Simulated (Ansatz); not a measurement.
# G0W0 on several functionals: LaInO3 (Pnma)

One-shot GW is not self-consistent; how far does the start matter for LaInO3 (Pnma)?

Method: G0W0 on several functionals, plane waves, PAW, in Ansatz 0.2.0.

Report form: the programs' logs are mostly left out.

In doubt: masses and optical values from hybrid runs of this build are listed as unsure (steps 3, 4), which bears on the screening that GW takes from such a start.

## Step 1: Starting point

The structure is orthorhombic, space group Pnma (No. 62). The conventional cell has a = 5.940 Å, b = 8.216 Å, c = 5.723 Å, α = 90.00°, β = 90.00°, γ = 90.00°. Nearest to La lie 8 O at 2.38 to 2.94 Å. Nearest to In lie 6 O at 2.16 to 2.17 Å. O has 2 In at 2.17 Å and 2 La at 2.38 to 2.50 Å nearest. Nearest to O lie 2 In at 2.16 to 2.17 Å and 3 La at 2.40 to 2.94 Å. Farther neighbours and most contacts between anions are not listed.

Geometry: measured cell, ions relaxed with r2SCAN. The runs that relaxed it are not among those shown. Spin-orbit coupling is left out unless a step names it. The default PAW set here is soft_2. Its files were made with PBE.

## Step 2: G0W0 on r2SCAN

Now the one-shot GW correction: screening in the RPA, then the self-energy of the levels asked for.

This step: G0W0 on r2SCAN, plane waves, PAW.

input.yaml

```yaml
crystal:
  lattice:
    - [5.9404, 0.0, 0.0]
    - [0.0, 8.2158, 0.0]
    - [0.0, 0.0, 5.7229]
  atoms:
    - { symbol: La, position: [0.9463878522, 0.25, 0.0153056097] }
    - { symbol: La, position: [0.5536121478, 0.75, 0.5153056097] }
    - { symbol: La, position: [0.4463878522, 0.25, 0.4846943903] }
    - { symbol: La, position: [0.0536121478, 0.75, 0.9846943903] }
    - { symbol: In, position: [0.0, 0.0, 0.5] }
    - { symbol: In, position: [0.5, 0.0, 0.0] }
    - { symbol: In, position: [0.5, 0.5, 0.0] }
    - { symbol: In, position: [0.0, 0.5, 0.5] }
    - { symbol: O, position: [0.0443817441, 0.25, 0.6126999622] }
    - { symbol: O, position: [0.4556182559, 0.75, 0.1126999622] }
    - { symbol: O, position: [0.5443817441, 0.25, 0.8873000378] }
    - { symbol: O, position: [0.9556182559, 0.75, 0.3873000378] }
    - { symbol: O, position: [0.1980525852, 0.0593550042, 0.1955759518] }
    - { symbol: O, position: [0.3019474148, 0.9406449958, 0.6955759518] }
    - { symbol: O, position: [0.6980525852, 0.4406449958, 0.3044240482] }
    - { symbol: O, position: [0.8019474148, 0.5593550042, 0.8044240482] }
    - { symbol: O, position: [0.8019474148, 0.9406449958, 0.8044240482] }
    - { symbol: O, position: [0.6980525852, 0.0593550042, 0.3044240482] }
    - { symbol: O, position: [0.3019474148, 0.5593550042, 0.6955759518] }
    - { symbol: O, position: [0.1980525852, 0.4406449958, 0.1955759518] }
kpoints:
  mp_grid: { grid: [2, 2, 2] }
hamiltonian:
  xc: r2scan
scf:
  occupations: { method: fixed }
gw:
  n_empty_bands: 436
  ecut_chi: 78
  qp_bands: [v4, c4]
  qp_kpoints: band_edges
  screening: { model: contour_deformation }
```

Launch:

```console
ansatz run input.yaml --threads 24 --pin off --max-ram 82944MiB --backend cuda --events-out ev --progress --plain --runs-dir out --devices 1 --max-vram 78GiB
```

It took 7.8 s on 1 × NVIDIA GB200 (shared by 2 runs) with 24 threads of Arm Neoverse V2, shared host; peak memory 2.7 GiB.

This step gave:

| Item | Value |
| --- | --- |
| bands summed | 520 |
| RPA ε∞ on this mesh (eigenvalues) | 4.153, 4.275, 4.377 |
| plane waves in the screening matrix | 431 |
| q-points in the mesh | 8 |
| G0W0 gap on the mesh | 4.442 eV |
| k of the valence top | 0, 0, 0 |
| k of the conduction bottom | 0, 0, 0 |
| starting gap on the mesh | 3.554 eV |
| Z at the valence top | 0.7779 |
| Z at the conduction bottom | 0.8282 |
| least direct G0W0 gap on the computed points | 4.442 eV |

The gap on the mesh goes from 3.55 eV to 4.44 eV, a correction of +0.89 eV. Between the two edge states, bare exchange in place of the xc potential would open the gap by 8.58 eV, and correlation takes back 7.69 eV.

## Step 3: G0W0 on HSE06

One-shot GW remembers its start. Another functional's orbitals and levels show by how much.

This step: G0W0 on HSE06, plane waves, PAW.

Changes to input.yaml since step 2:

```diff
@@ -29,3 +29,3 @@
 hamiltonian:
-  xc: r2scan
+  xc: hse06
 scf:
```

Wall time 32 s (1 × NVIDIA GB200 (shared by 2 runs) with 24 threads); peak memory 2.6 GiB; 1.8 min of CPU time.

This step gave:

| Quantity | Value |
| --- | --- |
| bands summed | 520 |
| RPA ε∞ on this mesh (eigenvalues) | 3.685, 3.792, 3.853 |
| plane waves in the screening matrix | 431 |
| q-points in the mesh | 8 |
| G0W0 gap on the mesh | 4.795 eV |
| k of the valence top | 0, 0, 0 |
| k of the conduction bottom | 0, 0, 0 |
| starting gap on the mesh | 4.380 eV |
| Z at the valence top | 0.7988 |
| Z at the conduction bottom | 0.8459 |
| least direct G0W0 gap on the computed points | 4.795 eV |

Against the run with 2×2×2 mesh, 436 empty bands, screening to 78 eV on r2SCAN, the gap moves by +0.35 eV, while the start moved by +0.83 eV.

## Step 4: G0W0 on PBE0

This step: G0W0 on PBE0, plane waves, PAW.

Changes to input.yaml since step 3:

```diff
@@ -29,3 +29,3 @@
 hamiltonian:
-  xc: hse06
+  xc: pbe0
 scf:
```

Elapsed: 30 s, on 1 × NVIDIA GB200 (shared by 2 runs) with 24 threads; peak memory 2.6 GiB.

This step gave:

```
bands summed                                 : 520
RPA ε∞ on this mesh (eigenvalues)            : 3.497, 3.593, 3.643
plane waves in the screening matrix          : 431
G0W0 gap on the mesh                         : 4.991 eV
k of the valence top                         : 0, 0, 0
k of the conduction bottom                   : 0, 0, 0
starting gap on the mesh                     : 5.110 eV
least direct G0W0 gap on the computed points : 4.991 eV
```

Against the run with 2×2×2 mesh, 436 empty bands, screening to 78 eV on HSE06, the gap moves by +0.20 eV, while the start moved by +0.73 eV.

## Step 5: Side by side

All on the 2×2×2 mesh with 436 empty bands and screening to 78 eV. Times are wall times on 1 × NVIDIA GB200 (shared by 2 runs) with 24 threads of Arm Neoverse V2, shared host, good to a factor of about two.

| start | starting gap (eV) | shift (eV) | G0W0 gap (eV) | RPA ε∞ (harmonic mean) | Z (valence, conduction) | time |
| --- | --- | --- | --- | --- | --- | --- |
| r2SCAN | 3.55 | +0.89 | 4.44 | 4.27 | 0.78, 0.83 | 7.8 s |
| HSE06 | 4.38 | +0.42 | 4.79 | 3.78 | 0.80, 0.85 | 32 s |
| PBE0 | 5.11 | −0.12 | 4.99 | 3.58 | 0.81, 0.85 | 30 s |

How the two edges are built up, in eV (the quasiparticle level is the starting level plus Σx plus Σc less Vxc):

| run | edge | start | Σx | Σc | Vxc | Z | QP |
| --- | --- | --- | --- | --- | --- | --- | --- |
| r2SCAN | valence top | 9.79 | -27.49 | 4.31 | -23.14 | 0.78 | 9.75 |
| r2SCAN | conduction bottom | 13.35 | -12.52 | -3.38 | -16.74 | 0.83 | 14.19 |
| HSE06 | valence top | 9.14 | -27.39 | 4.07 | -23.66 | 0.80 | 9.49 |
| HSE06 | conduction bottom | 13.52 | -12.07 | -3.38 | -16.20 | 0.85 | 14.28 |
| PBE0 | valence top | 8.75 | -27.40 | 3.96 | -24.06 | 0.81 | 9.38 |
| PBE0 | conduction bottom | 13.86 | -12.03 | -3.31 | -15.84 | 0.85 | 14.37 |

For a hybrid start, Vxc holds its share of exact exchange.

## Step 6: Outcome

```
G0W0@r2SCAN  : 4.44 eV (start 3.55 eV)
G0W0@HSE06   : 4.79 eV (start 4.38 eV)
G0W0@PBE0    : 4.99 eV (start 5.11 eV)
known limits : not at the basis limit; f levels unsure; no spin-orbit coupling; coarse k mesh
```

In words: The starting gaps span 1.56 eV and the G0W0 gaps 0.55 eV. Between r2SCAN and PBE0, 0.55 eV of the 1.56 eV survives, 35 %. PBE0 screens less than r2SCAN (ε∞ 3.58 against 4.27). Of the 0.55 eV by which its G0W0 gap is higher, the correlation part gives +0.42 eV, and exchange with the one-particle terms, which follow the orbitals, +0.13 eV. On PBE0 the correction is negative: that start lies above its own G0W0 value. The smallest correction, −0.12 eV, is on PBE0, the start nearest to reproducing itself. Bands and cutoff are finite, so the gap is not at the basis limit. The miss can reach some tenths of an eV and take either sign; the mesh is an error of its own. The 2×2×2 mesh is coarse for this cell (its supercell is 11 Å along the shortest edge). The RPA ε∞ on it, from the r2SCAN start, is 4.15, 4.27 and 4.38; such meshes misread the long-range screening, most where the gap is narrow. The program warns that the mesh is coarse for exact exchange, which bears on the hybrid start's gap. Empty 4f levels lie among the conduction bands. Their place in the start is unsure; it enters the screening, and the edge itself where they lie low. The many-body steps are scalar-relativistic: spin-orbit coupling is not in them.

[Paths, hosts, dates, memory and timing lines, banners, echoed tables and standing remarks are left out of the program output.]

[Logs are printed without paths, hosts, clocks, repeated set-up lines and the standing remarks that a program may print on its own settings, such as how far it seeks lower states.]

[Runs of the session that timed out or met a known fault of the program may be left out.]

[Cells called generated may have been cut or substituted from an entry of the Crystallography Open Database or the Materials Project.]

[Hosts, paths, dates, database ids (printed as entryN), source tags and the programs' standing remarks are cut or masked in the printed files.]
